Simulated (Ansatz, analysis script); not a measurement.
# Fixed-spin-moment curve of a free-standing square Ti monolayer, spacing 3.069 Å

Aim: the energy of a free-standing square Ti monolayer, spacing 3.069 Å as its total moment is fixed at a series of values, and its answer to a field.

Program: Ansatz 0.2.0. Level of theory: PBEsol, PAW set soft_1 (files made for PBE). Results are calculated unless marked as measured.

## (1) Set-up

The cell holds 1 atom: 1 Ti. Its edges and angles: a = 3.069 Å, b = 3.069 Å, c = 14.000 Å, α = 90.0°, β = 90.0°, γ = 90.0°. An idealised lattice of chosen spacing, in vacuum. Vacuum lies along c.

As a file:

```cif
data_structure
_symmetry_space_group_name_H-M 'P 1'
_symmetry_Int_Tables_number 1
_cell_length_a 3.0690
_cell_length_b 3.0690
_cell_length_c 14.0000
_cell_angle_alpha 90.000
_cell_angle_beta 90.000
_cell_angle_gamma 90.000
_cell_volume 131.86
loop_
_atom_site_label
_atom_site_type_symbol
_atom_site_fract_x
_atom_site_fract_y
_atom_site_fract_z
_atom_site_occupancy
Ti1 Ti 0.00000 0.00000 0.50000 1
```

## (2) Two spin channels first

First a free collinear run, to see which state the typed moments lead to.

File input.yaml:

```yaml
crystal:
  lattice:
    - [3.069, 0.0, 0.0]
    - [0.0, 3.069, 0.0]
    - [0.0, 0.0, 14.0]
  atoms:
    - { symbol: Ti, position: [0.0, 0.0, 0.5], spin: 1.0 }
magnetization:
  spin_polarized: true
kpoints:
  mp_grid: { grid: [6, 6, 1] }
hamiltonian:
  xc: pbesol
  pseudopotentials: { kind: paw, azcp: { folder: soft_1 }, xc_functional: pbe }
scf:
  occupations: { method: fermi_dirac, width: 0.1 }
  max_iter: 120
  convergence: { dr2_threshold: 1.0e-08 }
  lower_state_search: "off"
```

Launch:

```
ansatz run input.yaml --threads 2 --pin off --max-ram 5120MiB --backend cpu --events-out ev --progress --plain --runs-dir out
```

Numbers of over 12 decimals in the logs are rounded to 6 here.

Log:

```text
Engine: ansatz 0.2.0, aarch64-unknown-linux-gnu
Pseudopotentials: kind: paw
Pseudopotential: Ti, paw, valence charge 12, recommended cutoff 420 eV (normal), soft_1/Ti.paw.azcp
Functional definition: PBEsol
  exchange = pbesol_x
  correlation = pbesol_c
Crystal: 1 atoms, lattice volume = 131.863 Å³
Basis set: ecut = 420 eV, 2583 PW (Γ)
Bands: 11, of which v1, the nominal top of the filled ones, is band 6 counted from 1 (5 counted from 0)
Symmetry: 16 space group operations
Space group: P4/mmm (ITA 123), of the structure as read, at distance tolerance 5.1e-5 Å
Magnetic group: BNS 123.339 (UNI 999), of the structure as read, at distance tolerance 5.1e-5 Å
k-points: 10 of 36
Non-local potential: Ti, projectors of the file, l = 0: 3, l = 1: 2, l = 2: 3, l = 3: 1
PAW form: soft (Blöchl's): semilocal exchange-correlation on the pseudo side does not see the compensation charge
PAW frozen core: Ti, regenerated for the run's functional, and the local potential with it (the file was generated under x = pbe(κ = 0.804, μ = 0.219515), c = pbe(β = 0.066725))
PAW one-centre angular grid: Ti, 590 points (default); XC on 64 Gauss nodes
Initial density: superposition of atomic densities (neutral atoms: chi_scale 0, normalization atom)
Starting moments: Σ|m| = 1 μB on 1 of 1 site
Initial wavefunctions: pseudopotential atomic-orbital guess
Functional: x = pbesol(κ = 0.804, μ = 0.123457), c = pbesol(β = 0.046)
SCF iter   1: F=—  HF=-2471.164374 eV  |F-HF|=—  |Δ(HF+E_count)|=         —  Δρ=1.40e-2 (↑1.40e-2 ↓1.34e-2)  dr2=1.41e0  dr2_m=5.95e-2  M=1.128 μB ∫|m|=1.128 μB  β_m=1.00  ethr=3.10e-3  ⟨swp⟩=5.3  Hψ=1268  notcnv=0
preconditioner: auto → LDOS  [metal: Δε(μ)=0.125 eV  Ē_g=2.673 eV  σ=0.100 eV  W_gap=0.30  n_scr=8 (ndim 8)  ℏωp=6.5 eV  f_vac=0.618  D(μ)=3.01/eV (n_scr^D=8)]
spin=Collinear: LDOS preconditioning applied to the charge; magnetization (m = ρ↑ − ρ↓) channel mixes plain (no charge-response kernel on spin).
SCF iter   2: F=—  HF=-2471.002620 eV  |F-HF|=—  |Δ(HF+E_count)|=   1.62e-1  Δρ=9.61e-3 (↑9.61e-3 ↓7.39e-3)  dr2=5.80e-1  dr2_m=4.22e-2  M=1.535 μB ∫|m|=1.535 μB  β_m=1.00  ethr=3.10e-3  ⟨swp⟩=2.0  Hψ=438  notcnv=0
SCF iter   3: F=—  HF=-2470.928210 eV  |F-HF|=—  |Δ(HF+E_count)|=   7.44e-2  Δρ=9.21e-3 (↑9.21e-3 ↓8.11e-3)  dr2=6.88e-2  dr2_m=7.10e-2  M=2.059 μB ∫|m|=2.059 μB  β_m=1.00  ethr=3.10e-3  ⟨swp⟩=2.2  Hψ=335  notcnv=0
SCF iter   4: F=—  HF=-2470.977883 eV  |F-HF|=—  |Δ(HF+E_count)|=   4.97e-2  Δρ=2.74e-3 (↑2.74e-3 ↓2.01e-3)  dr2=1.31e-2  dr2_m=5.70e-3  M=2.211 μB ∫|m|=2.211 μB  β_m=1.00  ethr=5.74e-4  ⟨swp⟩=3.0  Hψ=474  notcnv=0
SCF iter   5: F=—  HF=-2470.997054 eV  |F-HF|=—  |Δ(HF+E_count)|=   1.92e-2  Δρ=1.32e-3 (↑1.32e-3 ↓1.03e-3)  dr2=1.62e-3  dr2_m=6.96e-4  M=2.266 μB ∫|m|=2.266 μB  β_m=0.30  ethr=1.09e-4  ⟨swp⟩=1.9  Hψ=313  notcnv=0
Mixer restart at iter 5: flushing history
spin-set hold released at iteration 5 (site moments contracting): the magnetisation degrees of freedom join the quasi-Newton model from the next iteration; the mixer history was flushed
SCF iter   6: F=—  HF=-2471.009003 eV  |F-HF|=—  |Δ(HF+E_count)|=   1.19e-2  Δρ=1.13e-3 (↑1.13e-3 ↓8.55e-4)  dr2=8.99e-4  dr2_m=8.11e-4  M=2.281 μB ∫|m|=2.282 μB  β_m=0.65  ethr=1.35e-5  ⟨swp⟩=1.4  Hψ=266  notcnv=0
SCF iter   7: F=—  HF=-2471.022697 eV  |F-HF|=—  |Δ(HF+E_count)|=   1.37e-2  Δρ=5.09e-4 (↑5.09e-4 ↓2.60e-4)  dr2=3.48e-4  dr2_m=1.44e-4  M=2.324 μB ∫|m|=2.324 μB  β_m=0.77  ethr=7.49e-6  ⟨swp⟩=2.0  Hψ=397  notcnv=0
SCF iter   8: F=—  HF=-2471.022803 eV  |F-HF|=—  |Δ(HF+E_count)|=   1.06e-4  Δρ=9.54e-5 (↑9.54e-5 ↓8.13e-5)  dr2=2.61e-5  dr2_m=3.63e-6  M=2.327 μB ∫|m|=2.327 μB  β_m=0.84  ethr=2.90e-6  ⟨swp⟩=2.0  Hψ=254  notcnv=0
SCF iter   9: F=—  HF=-2471.022840 eV  |F-HF|=—  |Δ(HF+E_count)|=   3.66e-5  Δρ=2.72e-5 (↑2.47e-5 ↓2.72e-5)  dr2=1.57e-6  dr2_m=4.02e-7  M=2.328 μB ∫|m|=2.328 μB  β_m=0.92  ethr=2.17e-7  ⟨swp⟩=2.2  Hψ=297  notcnv=0
SCF iter  10: F=—  HF=-2471.022846 eV  |F-HF|=—  |Δ(HF+E_count)|=   6.33e-6  Δρ=1.71e-5 (↑1.71e-5 ↓3.09e-6)  dr2=4.50e-7  dr2_m=8.51e-8  M=2.328 μB ∫|m|=2.328 μB  β_m=0.85  ethr=1.31e-8  ⟨swp⟩=2.5  Hψ=352  notcnv=0
SCF iter  11: F=—  HF=-2471.022846 eV  |F-HF|=—  |Δ(HF+E_count)|=   5.15e-8  Δρ=2.45e-6 (↑2.45e-6 ↓1.67e-6)  dr2=1.77e-8  dr2_m=2.55e-9  M=2.328 μB ∫|m|=2.329 μB  β_m=0.92  ethr=3.75e-9  ⟨swp⟩=2.6  Hψ=333  notcnv=0
SCF iter  12: F=-2471.022846 eV  HF=-2471.022846 eV  |F-HF|=2.71e-9  |Δ(HF+E_count)|=   1.72e-8  Δρ=7.62e-7 (↑7.62e-7 ↓3.87e-7)  dr2=2.11e-9  dr2_m=8.75e-11  M=2.328 μB ∫|m|=2.329 μB  ethr=8.33e-11  ⟨swp⟩=2.0  Hψ=422  notcnv=0
SCF 1 converged in 12 iterations: F = -2471.022846 eV  dr2 = 2.11e-9
  greatest PAW one-centre occupation: 0.999 electrons in one spin orbital (limit 2), on the Ti atom at site 0 (counted from 0), in its partial waves of l = 0
SCF converged after 12 iterations
Magnetization: 2.3285 μB (7.1642 up, 4.8358 down)
Absolute magnetization: 2.3285 μB (∫|ρ↑−ρ↓|, with the PAW one-centre terms)
Spin contamination: 0.0022 ħ² per cell (⟨S²⟩ above its minimum at these occupations)
Per-site moments (μB) at R_I (Å): [(1.716820, 1.2659625)]
Free energy (F): -2471.022846 eV
Harris-Foulkes:  -2471.022846 eV  (|F-HF|=2.71e-9)
Internal energy: -2470.958548 eV  (E = F + TS)
E sigma→0 (E₀):  -2470.990697 eV
Entropy (-TS):   -0.064298 eV (-64.298 meV/atom)
Fermi energy:    -1.497752 eV
--- Per-component energies (eV) ---
  E_band       = -335.019883
  E_kinetic    = 276.495668
  E_local      = -3595.995674  (includes V_loc(G=0)·N_el)
  E_nonlocal   = 64.361926
  E_hartree    = 1617.034459
  E_xc         = -111.007983
  E_vxc        = -139.344737  (∫ρ·V_xc dr)
  E_paw        = -1018.183103  (= ΣΔE_a)
  E_vpaw       = -174.608795  (= ΣTr[D̂ρ^β])
  E_aug_tail   = -0.000079  (compensation charges beyond the density's cutoff)
  E_ewald      = 296.196853
  E_core_change = 0.139385  (= ΣΔE_core)
  E_smearing   = -0.064298  (= −TS)
  E_closure    = -0.000000  (closes the sum)
  Σ components = -2471.022846   (vs F -2471.022846, Δ=0.00e0)
```

The job ended after 1.1 s (2 threads of Arm Neoverse V2, shared host; peak memory 0.34 GiB; 2 s of CPU time).

The column dr2 measures how far the density is from self-consistency, as an energy; F and HF (Harris–Foulkes) agree once it is small.

Spin moment in the atom's sphere by atom:

| atom | spin moment in the atom's sphere (μB) |
| --- | --- |
| Ti1 | 1.72 |

The run ends ferromagnetic, with a net moment of 2.33 μB a cell. With one Ti atom carrying the moment, parallel order of its images is forced by the cell, not found.

## (3) Mesh refined

Levels at the Fermi energy are partly filled, so moments and energy differences can hang on the k-mesh, and the state is solved again on a denser one.

input.yaml, the sections that differ from step 2:

```yaml
crystal:
  lattice:
    - [3.069, 0.0, 0.0]
    - [0.0, 3.069, 0.0]
    - [0.0, 0.0, 14.0]
  atoms:
    - { symbol: Ti, position: [0.0, 0.0, 0.5], spin: 1.72 }
kpoints:
  mp_grid: { grid: [18, 18, 1] }
basis:
  ecutwfc: 420.0
checkpoint:
  read: start
  write: ck
  compress: false
  write_wavefunctions: false
  write_every: 100000
# magnetization, hamiltonian, scf: as in step 2
```

Log:

```text
[...]
SCF converged after 7 iterations
Magnetization: 2.3289 μB (7.1645 up, 4.8355 down)
Absolute magnetization: 2.3290 μB (∫|ρ↑−ρ↓|, with the PAW one-centre terms)
[...]
Per-site moments (μB) at R_I (Å): [(1.706816, 1.2659625)]
Free energy (F): -2470.992112 eV
[...]
Internal energy: -2470.905724 eV  (E = F + TS)
E sigma→0 (E₀):  -2470.948918 eV
Entropy (-TS):   -0.086388 eV (-86.388 meV/atom)
Fermi energy:    -1.515461 eV
[...]
```

Wall time 3.3 s (2 threads); peak memory 0.46 GiB; 6.2 s of CPU time.

Spin moment in the atom's sphere by atom:

| atom | spin moment in the atom's sphere (μB) |
| --- | --- |
| Ti1 | 1.71 |

The run ends ferromagnetic, with a net moment of 2.33 μB a cell, against 2.33 μB on the first mesh.

## (4) The non-magnetic reference

The state without spin is the zero of E(M).

input.yaml, the sections that differ from step 3:

```yaml
crystal:
  lattice:
    - [3.069, 0.0, 0.0]
    - [0.0, 3.069, 0.0]
    - [0.0, 0.0, 14.0]
  atoms:
    - { symbol: Ti, position: [0.0, 0.0, 0.5] }
scf:
  occupations: { method: fermi_dirac, width: 0.1 }
  max_iter: 120
  convergence: { dr2_threshold: 1.0e-08 }
# kpoints, hamiltonian, basis: as in step 3
# magnetization: removed
# checkpoint: removed
```

Launch:

```
ansatz run input.yaml --threads 1 --pin off --max-ram 2560MiB --backend cpu --events-out ev --progress --plain --runs-dir out
```

Log:

```text
[...]
Crystal: 1 atoms, lattice volume = 131.863 Å³
Basis set: ecut = 420 eV, 2583 PW (Γ)
Bands: 10, of which v1, the nominal top of the filled ones, is band 6 counted from 1 (5 counted from 0)
Symmetry: 16 space group operations
[...]
k-points: 55 of 324
[...]
SCF iter   1: F=—  HF=-2471.147585 eV  |F-HF|=—  |Δ(HF+E_count)|=         —  Δρ=2.58e-2  dr2=1.53e0  ethr=3.10e-3  ⟨swp⟩=4.9  Hψ=3268  notcnv=0
[...]
SCF iter   9: F=-2470.747319 eV  HF=-2470.747319 eV  |F-HF|=1.93e-8  |Δ(HF+E_count)|=   4.90e-8  Δρ=2.34e-6  dr2=3.72e-9  ethr=8.33e-11  ⟨swp⟩=1.1  Hψ=1759  notcnv=0
SCF 1 converged in 9 iterations: F = -2470.747319 eV  dr2 = 3.72e-9
[...]
SCF converged after 9 iterations
Free energy (F): -2470.747319 eV
[...]
Internal energy: -2470.582396 eV  (E = F + TS)
E sigma→0 (E₀):  -2470.664858 eV
Entropy (-TS):   -0.164923 eV (-164.923 meV/atom)
Fermi energy:    -1.370027 eV
[...]
```

Elapsed: 3.4 s, on 1 thread; peak memory 0.42 GiB.

The free collinear run lies 245 meV below it.

## (5) Without spin, levels printed

Edit input.yaml of step 4 so:

```diff
@@ -18 +18,3 @@
   ecutwfc: 420.0
+output:
+  eigenvalues: true
```

Log:

```text
[...]
Crystal: 1 atoms, lattice volume = 131.863 Å³
Basis set: ecut = 420 eV, 2583 PW (Γ)
Bands: 10, of which v1, the nominal top of the filled ones, is band 6 counted from 1 (5 counted from 0)
Symmetry: 16 space group operations
[...]
k-points: 55 of 324
[...]
SCF iter   1: F=—  HF=-2471.147585 eV  |F-HF|=—  |Δ(HF+E_count)|=         —  Δρ=2.58e-2  dr2=1.53e0  ethr=3.10e-3  ⟨swp⟩=4.9  Hψ=3268  notcnv=0
[...]
SCF iter   9: F=-2470.747319 eV  HF=-2470.747319 eV  |F-HF|=1.93e-8  |Δ(HF+E_count)|=   4.90e-8  Δρ=2.34e-6  dr2=3.72e-9  ethr=8.33e-11  ⟨swp⟩=1.6  Hψ=2068  notcnv=0
SCF 1 converged in 9 iterations: F = -2470.747319 eV  dr2 = 3.72e-9
[...]
SCF converged after 9 iterations
Free energy (F): -2470.747319 eV
[...]
Internal energy: -2470.582396 eV  (E = F + TS)
E sigma→0 (E₀):  -2470.664858 eV
Entropy (-TS):   -0.164923 eV (-164.923 meV/atom)
Fermi energy:    -1.370027 eV
[...]
--- Band table (eV; the first three rows and the last of 55) ---
[...]
```

Run time: 3.6 s. Hardware: 1 thread; peak memory 0.42 GiB.

## (6) Total moment fixed at 0.227 μB

Two Fermi levels, one a spin, hold the total moment exactly, which reaches states that a free run would leave.

input.yaml, the sections that differ from step 5:

```yaml
crystal:
  lattice:
    - [3.069, 0.0, 0.0]
    - [0.0, 3.069, 0.0]
    - [0.0, 0.0, 14.0]
  atoms:
    - { symbol: Ti, position: [0.0, 0.0, 0.5], spin: 0.227 }
magnetization:
  spin_polarized: true
  initial_magnetization: 0.227
  spin_locking: { lock_magnetization: hard }
scf:
  occupations: { method: fermi_dirac, width: 0.1 }
  max_iter: 120
  convergence: { dr2_threshold: 1.0e-08 }
  lower_state_search: "off"
# kpoints, hamiltonian, basis: as in step 5
# output: removed
```

Log:

```text
[...]
Crystal: 1 atoms, lattice volume = 131.863 Å³
Basis set: ecut = 420 eV, 2583 PW (Γ)
Bands: 11, of which v1, the nominal top of the filled ones, is band 6 counted from 1 (5 counted from 0)
Symmetry: 16 space group operations
[...]
k-points: 55 of 324
[...]
Starting moments: Σ|m| = 0.227 μB on 1 of 1 site
[...]
SCF iter   1: F=—  HF=-2471.147193 eV  |F-HF|=—  |Δ(HF+E_count)|=         —  Δρ=1.32e-2 (↑1.32e-2 ↓1.28e-2)  dr2=1.53e0  dr2_m=4.37e-3  M=0.227 μB ∫|m|=0.227 μB  β_m=0.30  ethr=3.10e-3  ⟨swp⟩=5.4  Hψ=7010  notcnv=0
[...]
SCF iter  14: F=-2470.751083 eV  HF=-2470.751083 eV  |F-HF|=5.91e-12  |Δ(HF+E_count)|=  2.92e-10  Δρ=9.66e-8 (↑9.66e-8 ↓8.42e-8)  dr2=3.38e-11  dr2_m=3.09e-12  M=0.227 μB ∫|m|=0.228 μB  ethr=1.00e-12  ⟨swp⟩=1.0  Hψ=3732  notcnv=0
SCF 1 converged in 14 iterations: F = -2470.751083 eV  dr2 = 3.38e-11
[...]
SCF converged after 14 iterations
Stability checked in part: among states of this total moment the steps that led to this state did not find it unstable. No probe was made; neither looks for a lower state of another moment (fixed_total_moment; see scf.lower_state_search)
Magnetization: 0.2270 μB (6.1135 up, 5.8865 down)
Absolute magnetization: 0.2285 μB (∫|ρ↑−ρ↓|, with the PAW one-centre terms)
[...]
Per-site moments (μB) at R_I (Å): [(0.163373, 1.2659625)]
Free energy (F): -2470.751083 eV
[...]
Internal energy: -2470.587860 eV  (E = F + TS)
E sigma→0 (E₀):  -2470.669472 eV
Entropy (-TS):   -0.163223 eV (-163.223 meV/atom)
Fermi energy:    -1.368246 (↑ -1.401238, ↓ -1.335254) eV
[...]
```

It took 11 s on 1 thread; peak memory 0.46 GiB.

The energy is -3.76 meV from the state without spin, and the largest site carries 0.163 μB.

## (7) Total moment fixed at 0.455 μB

input.yaml, the sections that differ from step 6:

```yaml
crystal:
  lattice:
    - [3.069, 0.0, 0.0]
    - [0.0, 3.069, 0.0]
    - [0.0, 0.0, 14.0]
  atoms:
    - { symbol: Ti, position: [0.0, 0.0, 0.5], spin: 0.455 }
magnetization:
  spin_polarized: true
  initial_magnetization: 0.455
  spin_locking: { lock_magnetization: hard }
# kpoints, hamiltonian, scf, basis: as in step 6
```

Log:

```text
[...]
Crystal: 1 atoms, lattice volume = 131.863 Å³
Basis set: ecut = 420 eV, 2583 PW (Γ)
Bands: 11, of which v1, the nominal top of the filled ones, is band 6 counted from 1 (5 counted from 0)
Symmetry: 16 space group operations
[...]
k-points: 55 of 324
[...]
Starting moments: Σ|m| = 0.455 μB on 1 of 1 site
[...]
SCF converged after 13 iterations
[...]
Magnetization: 0.4550 μB (6.2275 up, 5.7725 down)
Absolute magnetization: 0.4575 μB (∫|ρ↑−ρ↓|)
[...]
Per-site moments (μB) at R_I (Å): [(0.328142, 1.2659625)]
Free energy (F): -2470.762219 eV
[...]
Internal energy: -2470.603609 eV  (E = F + TS)
E sigma→0 (E₀):  -2470.682914 eV
Entropy (-TS):   -0.158609 eV (-158.609 meV/atom)
Fermi energy:    -1.363462 (↑ -1.427718, ↓ -1.299207) eV
[...]
```

Elapsed: 10 s, on 1 thread; peak memory 0.46 GiB.

The energy is -14.9 meV from the state without spin, and the largest site carries 0.328 μB.

## (8) Total moment fixed at 1.591 μB

input.yaml, the sections that differ from step 7:

```yaml
crystal:
  lattice:
    - [3.069, 0.0, 0.0]
    - [0.0, 3.069, 0.0]
    - [0.0, 0.0, 14.0]
  atoms:
    - { symbol: Ti, position: [0.0, 0.0, 0.5], spin: 1.591 }
magnetization:
  spin_polarized: true
  initial_magnetization: 1.591
  spin_locking: { lock_magnetization: hard }
# kpoints, hamiltonian, scf, basis: as in step 7
```

Log:

```text
[...]
Crystal: 1 atoms, lattice volume = 131.863 Å³
Basis set: ecut = 420 eV, 2583 PW (Γ)
Bands: 11, of which v1, the nominal top of the filled ones, is band 6 counted from 1 (5 counted from 0)
Symmetry: 16 space group operations
[...]
k-points: 55 of 324
[...]
Starting moments: Σ|m| = 1.591 μB on 1 of 1 site
[...]
Magnetization: 1.5910 μB (6.7955 up, 5.2045 down)
Absolute magnetization: 1.5933 μB (∫|ρ↑−ρ↓|, with the PAW one-centre terms)
[...]
Per-site moments (μB) at R_I (Å): [(1.175212, 1.2659625)]
Free energy (F): -2470.903806 eV
[...]
Internal energy: -2470.786260 eV  (E = F + TS)
E sigma→0 (E₀):  -2470.845033 eV
Entropy (-TS):   -0.117546 eV (-117.546 meV/atom)
Fermi energy:    -1.336539 (↑ -1.504697, ↓ -1.168380) eV
[...]
[key lines of the parts left out:]
SCF converged after 11 iterations
```

It took 8.2 s on 1 thread; peak memory 0.45 GiB.

The energy is -156 meV from the state without spin, and the largest site carries 1.18 μB.

(Continued in part 2 of 2.)

[Logs and program files are shortened in this print: banners, set-up blocks, solver, clock and traceback lines can be left out without a mark of their own.]

[Logs are printed without paths, hosts, clocks, repeated set-up lines and the standing remarks that a program may print on its own settings, such as how far it seeks lower states.]

[Hosts, paths, dates, database ids (printed as entryN), source tags and the programs' standing remarks are cut or masked in the printed files.]
